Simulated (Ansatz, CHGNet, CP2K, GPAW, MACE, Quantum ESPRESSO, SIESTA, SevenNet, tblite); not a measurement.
**Ge(100) slab, H on both faces (90 atoms), the built cell with every atom moved at random**

The starting structure: Diamond-structure Ge (a = 5.658 Å), (100) slab of 6 atomic planes, 3 x 3 surface cells, H on the broken bonds of both faces, 12 Å of vacuum; displaced by a Gaussian of 0.02 Å. Then every atom was moved at random, 0.03 Å r.m.s. a Cartesian component (hydrogen 0.6 of that).

Calculated values (CP2K 2026.2, Kohn-Sham DFT, RPBE, GTH-PBE pseudopotentials, Gaussian and plane waves, DZVP-MOLOPT (UZH set), orbital transformation; PBE potentials; DZVP-UZH; 450/50 Ry; Γ point) for the built cell with every atom moved at random.

Cell vectors (Å):

```
12.002 0.000 0.000
0.000 12.002 0.000
0.000 0.000 20.839
```

Positions (Å):

```
1 Ge 1.999 2.071 6.889
2 Ge 0.049 2.032 8.295
3 Ge 12.002 4.012 9.740
4 Ge 2.094 0.015 11.138
5 Ge 2.015 2.003 12.490
6 Ge 0.065 2.037 13.970
7 Ge 2.037 5.984 6.872
8 Ge 11.978 5.969 8.322
9 Ge 0.050 8.011 9.750
10 Ge 1.963 4.054 11.145
11 Ge 2.018 5.997 12.525
12 Ge 0.080 6.007 13.923
13 Ge 1.994 9.968 6.889
14 Ge 0.046 9.974 8.256
15 Ge 0.086 11.965 9.736
16 Ge 2.046 7.966 11.073
17 Ge 2.044 10.041 12.517
18 Ge 0.026 10.009 13.960
19 Ge 6.004 2.058 6.892
20 Ge 3.932 2.035 8.323
21 Ge 4.039 4.013 9.699
22 Ge 6.022 0.026 11.109
23 Ge 6.016 1.985 12.524
24 Ge 4.116 1.968 13.935
25 Ge 5.986 6.014 6.894
26 Ge 4.054 5.998 8.287
27 Ge 4.031 7.994 9.605
28 Ge 5.957 3.981 11.107
29 Ge 6.074 5.979 12.518
30 Ge 4.016 5.971 13.974
31 Ge 5.995 10.044 6.857
32 Ge 4.064 9.947 8.306
33 Ge 4.014 0.006 9.706
34 Ge 6.017 7.984 11.158
35 Ge 6.060 10.014 12.539
36 Ge 4.043 10.053 13.987
37 Ge 9.960 1.990 6.865
38 Ge 7.991 2.030 8.257
39 Ge 7.965 4.012 9.780
40 Ge 10.010 11.964 11.170
41 Ge 10.079 1.991 12.512
42 Ge 8.032 1.991 14.019
43 Ge 10.003 6.017 6.870
44 Ge 7.952 6.048 8.294
45 Ge 8.066 8.030 9.730
46 Ge 10.045 4.013 11.139
47 Ge 10.017 5.987 12.565
48 Ge 8.064 5.985 13.921
49 Ge 10.023 9.918 6.879
50 Ge 7.979 10.011 8.275
51 Ge 8.024 11.982 9.745
52 Ge 10.003 7.991 11.123
53 Ge 10.009 10.048 12.545
54 Ge 8.038 9.979 13.906
55 H 1.978 0.767 6.036
56 H 1.995 3.268 6.049
57 H 0.006 0.694 14.899
58 H 0.010 3.303 14.851
59 H 2.048 7.216 6.080
60 H 2.011 4.737 6.086
61 H 0.060 4.797 14.802
62 H 0.019 7.223 14.859
63 H 2.005 11.255 5.968
64 H 2.014 8.708 5.991
65 H 0.016 8.752 14.819
66 H 0.010 11.244 14.868
67 H 6.031 0.790 6.013
68 H 6.036 3.203 6.033
69 H 4.055 0.737 14.906
70 H 4.019 3.215 14.808
71 H 6.010 4.754 6.057
72 H 6.020 7.259 5.983
73 H 4.015 4.748 14.834
74 H 4.092 7.241 14.810
75 H 6.059 8.733 6.023
76 H 6.041 11.260 6.016
77 H 4.114 8.821 14.840
78 H 4.029 11.273 14.840
79 H 9.981 0.724 5.998
80 H 9.998 3.279 5.981
81 H 8.071 0.758 14.891
82 H 8.064 3.259 14.875
83 H 9.990 7.235 5.998
84 H 10.028 4.734 5.983
85 H 8.080 4.753 14.872
86 H 7.996 7.257 14.809
87 H 10.072 11.287 5.974
88 H 10.044 8.786 6.023
89 H 8.011 11.262 14.816
90 H 8.023 8.753 14.820
```

**Question.** What force acts on each atom, and what charge does it carry?

Columns: atom, q, fx, fy, fz (forces in eV/Å, q the Hirshfeld charge in e).

```
1 0.12 -0.124 -1.490 0.440
2 0.01 -0.864 -0.472 0.137
3 0.00 -0.044 -0.151 -0.379
4 0.00 -0.579 -0.120 -0.171
5 0.01 0.671 0.303 0.835
6 0.11 -0.265 -1.047 0.388
7 0.12 -0.332 -0.194 1.827
8 0.00 0.490 0.578 -0.324
9 -0.01 -0.517 -0.286 -0.497
10 0.00 0.728 -0.547 -0.424
11 0.01 0.550 0.412 0.321
12 0.11 -0.699 0.616 -0.166
13 0.11 0.756 0.357 -0.465
14 0.01 -0.490 0.064 0.524
15 0.00 -0.480 0.265 -0.299
16 0.01 0.303 0.567 0.385
17 0.01 0.092 -0.674 0.439
18 0.11 -0.011 0.083 -0.490
19 0.11 -0.545 -1.820 1.232
20 0.01 0.870 -0.237 -0.453
21 0.01 -0.988 0.173 0.235
22 0.00 0.000 -0.404 0.051
23 0.01 0.830 0.154 0.300
24 0.10 -1.257 -0.272 0.172
25 0.11 0.325 0.261 -0.122
26 0.01 -0.602 -0.210 -0.306
27 0.00 0.278 -0.464 1.285
28 0.00 0.486 0.045 0.523
29 0.01 -0.717 -0.220 0.455
30 0.12 0.423 0.510 -0.944
31 0.12 0.303 -1.143 0.465
32 0.01 -0.711 1.074 -0.669
33 0.01 0.378 -0.186 -0.255
34 0.00 0.081 0.279 -0.574
35 0.01 -0.643 0.050 0.030
36 0.11 0.084 -0.398 -1.158
37 0.11 0.693 0.474 0.176
38 0.00 0.079 -0.176 0.826
39 0.00 0.531 0.066 -0.774
40 0.00 0.521 0.638 -0.764
41 0.00 -0.490 0.085 0.767
42 0.12 0.308 0.335 -1.065
43 0.11 -0.317 -0.824 0.516
44 0.00 0.645 -0.386 0.197
45 -0.01 -0.890 -0.041 -0.274
46 0.00 -0.625 -0.168 0.003
47 0.01 0.696 0.214 -0.163
48 0.11 -0.376 -0.036 0.655
49 0.11 -0.097 3.105 0.894
50 0.01 0.421 -0.026 0.072
51 0.00 0.074 0.492 -0.666
52 0.00 0.657 0.289 0.408
53 0.01 0.433 -1.002 0.277
54 0.10 -0.090 0.709 0.578
55 -0.06 0.052 0.608 0.078
56 -0.06 0.041 0.558 -0.843
57 -0.06 0.101 1.344 -0.543
58 -0.05 0.063 -0.515 -0.013
59 -0.06 -0.002 0.562 -0.819
60 -0.06 0.046 -0.297 -0.748
61 -0.06 0.051 -0.223 0.376
62 -0.06 0.078 -0.282 -0.008
63 -0.06 0.020 -0.791 0.287
64 -0.06 -0.012 0.550 -0.014
65 -0.06 0.016 0.187 0.126
66 -0.06 0.028 -0.237 0.097
67 -0.06 -0.055 0.435 -0.014
68 -0.06 -0.004 1.227 -1.196
69 -0.06 0.059 0.745 -0.299
70 -0.06 0.110 -0.176 0.110
71 -0.06 0.010 0.164 -0.271
72 -0.06 -0.078 -0.436 -0.039
73 -0.06 -0.039 -0.149 0.447
74 -0.06 -0.108 -0.182 0.191
75 -0.06 -0.057 0.667 -0.009
76 -0.05 -0.059 0.382 -0.585
77 -0.06 -0.067 -0.184 0.397
78 -0.06 -0.014 0.210 0.499
79 -0.06 -0.016 0.262 -0.105
80 -0.06 -0.028 -0.681 0.066
81 -0.06 -0.057 -0.003 0.286
82 -0.06 -0.070 -0.300 0.114
83 -0.06 0.058 0.067 -0.409
84 -0.06 -0.017 0.642 0.098
85 -0.06 -0.037 0.558 -0.165
86 -0.06 0.041 -0.553 -0.117
87 -0.06 -0.028 -1.399 0.540
88 -0.06 0.010 -1.434 -1.378
89 -0.06 -0.007 -0.787 -0.225
90 -0.06 0.019 0.256 0.075
```

Only the Γ point is sampled, in a cell whose shortest periodic width is 12 Å.

The r.m.s. force component is 0.558 eV/Å; the longest force, 3.23 eV/Å, acts on Ge49.

[Logs are printed without paths, hosts, clocks, repeated set-up lines and the standing remarks that a program may print on its own settings, such as how far it seeks lower states.]

[Hosts, paths, dates, database ids (printed as entryN), source tags and the programs' standing remarks are cut or masked in the printed files.]
